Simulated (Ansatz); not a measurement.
# TlGa (hypothetical, Fm-3m): thermal expansion from first principles, part 3 of 3

How much does TlGa (hypothetical) expand with temperature? The compound is hypothetical: it was made by swapping elements on a known structure type.

Ansatz 0.2.0; DFT PBE, scalar-relativistic, plane waves, PAW.

So far. Step 2 (A first coarse run): The start is under 31 GPa at this level and looks like a metal on this mesh. Step 5 (Tight relaxation): The residual pressure is -0.0062 GPa, small enough for phonons. The relaxed cell has a = 5.991 Å (conventional setting).

## Step 8: Phonons of the refused cell

The study refused this cell, so its phonons are run alone to see which modes are imaginary.

input.yaml reads:

```yaml
crystal:
  lattice:
    - [0.0, 2.9953678143, 2.9953678143]
    - [2.9953678143, 0.0, 2.9953678143]
    - [2.9953678143, 2.9953678143, 0.0]
  atoms:
    - { symbol: Tl, position: [0.0, 0.0, 0.0] }
    - { symbol: Ga, position: [0.5, 0.5, 0.5] }
kpoints:
  mp_grid: { grid: [12, 12, 12] }
hamiltonian:
  xc: pbe
scf:
  occupations: { method: methfessel_paxton, width: 0.15 }
output:
  eigenvalues: true
phonons:
  method: dfpt
  qmesh: [4, 4, 4]
  temperatures: { t_max: 1000, t_step: 50 }
  qpath:
    path:
      - [[0.0, 0.0, 0.0], [0.5, 0.0, 0.5], [0.625, 0.25, 0.625]]
      - [[0.375, 0.375, 0.75], [0.0, 0.0, 0.0], [0.5, 0.5, 0.5], [0.5, 0.25, 0.75], [0.5, 0.0, 0.5]]
    npoints: 10
```

Run with:

```bash
ansatz run input.yaml --threads 4 --pin off --max-ram 8192MiB --backend cpu --events-out ev --progress --plain --runs-dir out
```

Numbers of over 12 decimals in the logs are rounded to 6 here.

What it wrote:

```text
[...]
Crystal: 2 atoms, lattice volume = 53.750 Å³
Basis set: ecut = 420 eV, 1067 PW (Γ), exchange–correlation on 60×60×60 points (8 copies of the dense FFT grid, shifted against one another)
Bands: 17, of which v1, the nominal top of the filled ones, is band 13 counted from 1 (12 counted from 0)
Symmetry: 48 space group operations
k-points: 72 of 1728
[...]
SCF iter   1: F=—  HF=-15226.787155 eV  |F-HF|=—  |Δ(HF+E_count)|=         —  Δρ=7.30e-4  dr2=2.91e-4  ethr=1.77e-3  ⟨swp⟩=5.8  Hψ=6164  notcnv=0
[...]
SCF iter  10: F=-15226.786273 eV  HF=-15226.786273 eV  |F-HF|=0.00e0  |Δ(HF+E_count)|=  1.73e-10  S|Δr|=    0.00e0  Δρ=3.53e-8  dr2=9.44e-13  ethr=1.00e-12  ⟨swp⟩=4.9  Hψ=6365  notcnv=0
SCF 1 converged in 10 iterations: F = -15226.786273 eV  dr2 = 9.44e-13
[...]
SCF iter   4: F=-15226.786273 eV  HF=-15226.786273 eV  |F-HF|=1.09e-11  |Δ(HF+E_count)|=  1.82e-11  S|Δr|=    0.00e0  Δρ=1.71e-7  dr2=6.49e-12  ethr=1.00e-12  ⟨swp⟩=2.0  Hψ=3101  notcnv=0
SCF 2 converged in 4 iterations: F = -15226.786273 eV  dr2 = 6.49e-12
phonons: the bands overlap, so this run is a metal and interpolates without the dipole-dipole term. If the crystal is really an insulator or semiconductor, its LO-TO splitting is missing
NSCF: frozen V_eff on 72 k-points
[...]
DFPT response loops at q = (0, 0, 0) (fractional): preconditioner auto → Kerker (q_TF=auto, 2.417 Å⁻¹) (partly filled bands, converged f_vac=0.000); β = 1.00, the filter's whole step (`scf.mixing.beta` (0.50) is not read by the response loops under this deck's `scf.mixing.preconditioner`; to damp them name `kerker` or `kerker_dos`, under which they read `scf.mixing.beta`, and type it under 1.00, their step now; both keys bind the ground state too); Broyden in place of MSR1
[...]
SCF converged after 10 iterations
[...]
Free energy (F): -15226.786273 eV
[...]
Internal energy: -15226.786018 eV  (E = F + TS)
E sigma→0 (E₀):  -15226.786209 eV
Entropy (-TS):   -0.000254 eV (-0.127 meV/atom)
Fermi energy:    8.392300 eV
[...]
--- Band table (eV; the first three rows and the last of 72) ---
  k-point 0: bands = [... 9 lower, -2.9675, -1.3474, 9.3058, 10.4977, 10.4977, 10.4977, 16.0794, 16.0794]
  k-point 1: bands = [... 9 lower, -2.9716, -1.2575, 8.4356, 10.5163, 10.5163, 11.1403, 15.3911, 15.6282]
  k-point 2: bands = [... 9 lower, -2.9620, -0.9866, 7.0712, 10.5800, 10.5800, 11.7843, 14.5730, 14.7670]
  k-point 71: bands = [... 9 lower, -2.8706, 2.8074, 3.6010, 6.2387, 6.2387, 12.5604, 13.1455, 16.2291]
--- Phonons (Γ-DFPT): 2 representative perturbations + reference (Σ response iterations 6) ---
  ASR residual: 1.003e-4 → 0.000e0 eV/Å²; symmetrization residual: 1.553e-5 eV/Å²
  ASR residual per site (eV/Å²): 5.61e-5 1.00e-4
  Γ frequencies (cm⁻¹): 0.00 0.00 0.00 100.76 100.76 100.76
--- Phonons (arbitrary-q DFPT): 8 irreducible q on the 4×4×4 mesh ---
  q = [0.0000, 0.0000, 0.0000] (star 1, of the zone-centre solve; hermiticity 1.60e-5, symmetrization 7.83e-12): -0.00 0.00 0.00 100.76 100.76 100.76
  q = [0.0000, 0.0000, 0.2500] (star 8, 2 solved perturbations on 936 of 1728 k-point pairs; hermiticity 7.27e-6, symmetrization 3.34e-12): 30.61 30.61 36.12 96.10 96.10 98.35
[...]
q = [0.0000, 0.2500, 0.2500] (star 6, 4 solved perturbations in 1608 linear systems a pass and spin channel, the states on 510 of 1728 k-point pairs; hermiticity 1.16e-5, symmetrization 1.45e-12): -15.46 -15.46 45.68 77.12 108.16 108.16
[...]
sum rule: each row above includes the acoustic sum rule's correction from the zone centre's row sums; it moved no ω² by more than (0.63 cm⁻¹)²
  mesh force constants: q→R imaginary residual 9.23e-18; ASR residual 1.003e-4 → 0.000e0 eV/Å²; symmetrization residual 1.776e-15 eV/Å²
  interpolated dispersion: 62 rows × 6 modes
  density of states and harmonic sums: on the 20×20×20 q-mesh, interpolated from the force constants of a 4×4×4 supercell (no non-analytic term)
  largest difference from the sums on the solved wave vectors: F 2.82e-2 eV, S 4.21e-5 and C_V 1.38e-5 eV/K
  zero-point energy: 0.021988 eV/cell   skipped modes (ω ≤ 0): 246, of them read as no rigid motion or as one in doubt: 243 (9.101e-1 modes/cell left out, lowest -20.84 cm⁻¹)   left out of the sums: 1.52e-1 of the cell's modes: C_V's classical limit lies that fraction below 3 k_B per atom; for a crystal, a wire or a layer, F and S can be off by more, and a phonons.interpolated_qmesh denser along its periods is the remedy for the sampling
```

The job ended after 4.6 min (4 threads of Intel Xeon Platinum 8488C (Sapphire Rapids), shared host; peak memory 3.6 GiB).

This step gave:

```
Γ frequencies                : 0, 0, 0, 100.8, 100.8, 100.8 cm⁻¹ (negative: imaginary)
lowest frequency on the path : -20.84 cm⁻¹
point group                  : m-3m
highest frequency            : 122.8 cm⁻¹
```

No LO-TO term. Phonon branches along the path, in cm⁻¹:

| point | branch 1 | branch 2 | branch 3 | branch 4 | branch 5 | branch 6 |
| --- | --- | --- | --- | --- | --- | --- |
| Γ | 0 | 0 | 0 | 101 | 101 | 101 |
| halfway | -16 | -16 | 46 | 77 | 108 | 108 |
| X | -21 | -21 | -13 | 109 | 109 | 123 |
| halfway | -17 | -13 | -9 | 107 | 108 | 120 |
| U | 4 | 9 | 10 | 99 | 101 | 115 |
| jump to K | 4 | 9 | 10 | 99 | 101 | 115 |
| halfway | -20 | 45 | 49 | 73 | 80 | 114 |
| Γ | 0 | 0 | 0 | 101 | 101 | 101 |
| halfway | 31 | 31 | 36 | 96 | 96 | 98 |
| L | 54 | 54 | 55 | 74 | 78 | 78 |
| halfway | 16 | 18 | 52 | 74 | 100 | 101 |
| W | -20 | -20 | 50 | 70 | 114 | 114 |
| halfway | -20 | -10 | 19 | 96 | 113 | 118 |
| X | -21 | -21 | -13 | 109 | 109 | 123 |

The phonon branches as a text plot (rows in cm⁻¹):

```
    120 |           *****                                    ****
    114 |         **     *********                       ******
    108 |   *************         ***                  **      **
    102 |***     *      ***         ********          *       *
     96 |  *               *      ***       **       *
     90 |       *          *     *           **     *        *
     84 |   *               *    *             *   *        *
     78 |    ***                *               ******
     72 |                    ****                *    ******
     66 |                      *
     60 |
     54 |                                       ********
     48 |    ***             ****             **  **    ****
     42 |   *                   **           **    *
     36 |                   *    ***        **      *       *
     30 |  *    *            **   **       **        *
     24 |                  *        *     **         *       *
     18 | *      *                  *    **           *
     12 |                 * *        *   *
      6 |                ***            *                     *
      0 |*               *            **               *
     -6 | *       **   **  *         *                 *
    -12 |  **   *********   *     ***                   *   *****
    -18 |    ***    ****     *****                      *********
         Γ           X  U|K            Γ         L        W     X
```

The phonon density of states has structure finer than the step of the table below, so its rows give means over 5 cm⁻¹, whole bins alone (the curve runs from -21 to 123 cm⁻¹). Peaks (cm⁻¹: height): -15.0: 0.0649, 49.0: 0.089, 75.0: 0.0721, 109.0: 0.115.

Tetrahedra on 20 20 20, mean over bins of 2 cm⁻¹. The phonon density of states by wavenumber; means over each step:

wavenumber (cm⁻¹), phonon density of states (1/cm⁻¹/cell) and a bar:
```
      -15      0.060 ################
      -10      0.053 ##############
       -5      0.031 ########
        0      0.024 #######
        5      0.023 ######
       10      0.026 #######
       15      0.031 #########
       20      0.036 ##########
       25      0.039 ###########
       30      0.040 ###########
       35      0.042 ############
       40      0.045 ############
       45      0.055 ###############
       50      0.064 #################
       55      0.007 ##
       60      0.000 
       65      0.000 
       70      0.016 #####
       75      0.061 #################
       80      0.056 ###############
       85      0.050 ##############
       90      0.051 ##############
       95      0.055 ###############
      100      0.065 ##################
      105      0.085 #######################
      110      0.109 ##############################
      115      0.045 ############
      120      0.006 ##
```

No LO-TO term. Modes at Γ, with each element's share of the kinetic energy:

| mode | frequency (cm⁻¹) | symmetry | Tl % | Ga % |
| --- | --- | --- | --- | --- |
| 1 | 0.0 | T1u | 75 | 25 |
| 2 | 0.0 | T1u | 75 | 25 |
| 3 | 0.0 | T1u | 75 | 25 |
| 4 | 100.8 | T1u | 25 | 75 |
| 5 | 100.8 | T1u | 25 | 75 |
| 6 | 100.8 | T1u | 25 | 75 |

Displacements in mode 6 (100.8 cm⁻¹), the largest set to 1:
```
Tl1 -0.34  0.00  0.00
Ga2  1.00  0.00  0.00
```

Lowest modes at the softest wavevector of the mesh; phase exp(i q.(R + tau)). Modes at q = (0.500, 0.500, 0.000), with each element's share of the kinetic energy (negative means imaginary):

| mode | frequency (cm⁻¹) | Tl % | Ga % |
| --- | --- | --- | --- |
| 1 | -20.8 | 71 | 29 |
| 2 | -20.8 | 71 | 29 |
| 3 | -12.9 | 71 | 29 |
| 4 | 108.9 | 29 | 71 |
| 5 | 108.9 | 29 | 71 |
| 6 | 122.7 | 29 | 71 |

Displacements in mode 2 (-20.8 cm⁻¹), the largest set to 1, in the home cell:
```
Tl1  0.92  0.00  0.00
Ga2 -1.00  0.00  0.00
```

Displacements in mode 3 (-12.9 cm⁻¹), the largest set to 1, in the home cell:
```
Tl1 0.00 0.00 0.91
Ga2 0.00 0.00 1.00
```

The modes has structure finer than the step of the table below, so its rows give means over 5 cm⁻¹, whole bins alone (the curve runs from -30.6 to 136 cm⁻¹). Peaks (cm⁻¹: height): Ga -12.8: 0.0188, 23.8: 0.0113, 75.1: 0.056, 109.7: 0.0771; Tl -12.8: 0.0475, 50.0: 0.0633, 109.7: 0.0301.

Phonopy on the run's constants, 17x17x17 mesh, Gaussian sigma 2.0 cm⁻¹. Modes against wavenumber; means over each step; values in 1/cm⁻¹/cell:

| wavenumber (cm⁻¹) | Ga | Tl |
| --- | --- | --- |
| -25 | 4.8e-4 | 0.00120 |
| -20 | 0.00827 | 0.0205 |
| -15 | 0.0177 | 0.0445 |
| -10 | 0.0159 | 0.0403 |
| -5 | 0.00811 | 0.0207 |
| 0 | 0.00219 | 0.00557 |
| 5 | 0.00532 | 0.0133 |
| 10 | 0.00890 | 0.0222 |
| 15 | 0.00962 | 0.0245 |
| 20 | 0.00971 | 0.0257 |
| 25 | 0.0111 | 0.0296 |
| 30 | 0.0104 | 0.0299 |
| 35 | 0.0102 | 0.0323 |
| 40 | 0.00919 | 0.0350 |
| 45 | 0.00767 | 0.0449 |
| 50 | 0.00369 | 0.0563 |
| 55 | 4.2e-4 | 0.0144 |
| 60 | 6.7e-6 | 1.9e-4 |
| 65 | 0.00145 | 1.2e-4 |
| 70 | 0.0217 | 0.00139 |
| 75 | 0.0517 | 0.00513 |
| 80 | 0.0450 | 0.00838 |
| 85 | 0.0373 | 0.0101 |
| 90 | 0.0391 | 0.0128 |
| 95 | 0.0405 | 0.0144 |
| 100 | 0.0466 | 0.0173 |
| 105 | 0.0614 | 0.0235 |
| 110 | 0.0744 | 0.0290 |
| 115 | 0.0359 | 0.0143 |
| 120 | 0.00543 | 0.00220 |
| 125 | 5.5e-4 | 2.3e-4 |
| 130 | 2.0e-6 | 1.0e-6 |

The lowest solved frequency is -20.8 cm⁻¹, so the cell is unstable here and gives no valid free energy.

## Step 9: Outcome

- lowest frequency at the solved wavevectors: -20.8 cm⁻¹

What this shows: With imaginary harmonic modes at the relaxed cell the quasi-harmonic free energy is undefined, so no expansion is obtained for this phase at this level. The softest solved mode is 21i cm⁻¹ at q = (0, -0.5, -0.5), and 4 of 8 solved wavevectors carry a mode beyond 8i cm⁻¹. In a metal soft modes also hang on the k-mesh and the smearing, which were not converged here.

[Logs are printed without paths, hosts, clocks, repeated set-up lines and the standing remarks that a program may print on its own settings, such as how far it seeks lower states.]

[Hosts, paths, dates, database ids (printed as entryN), source tags and the programs' standing remarks are cut or masked in the printed files.]

[A step with changed settings may run another functional than the one named; its input shows which.]

[Pressures of single members of a volume series are the stress at the run's cutoff; with an incomplete basis they can lie off −dE/dV of the same runs, and they are not shown converged.]
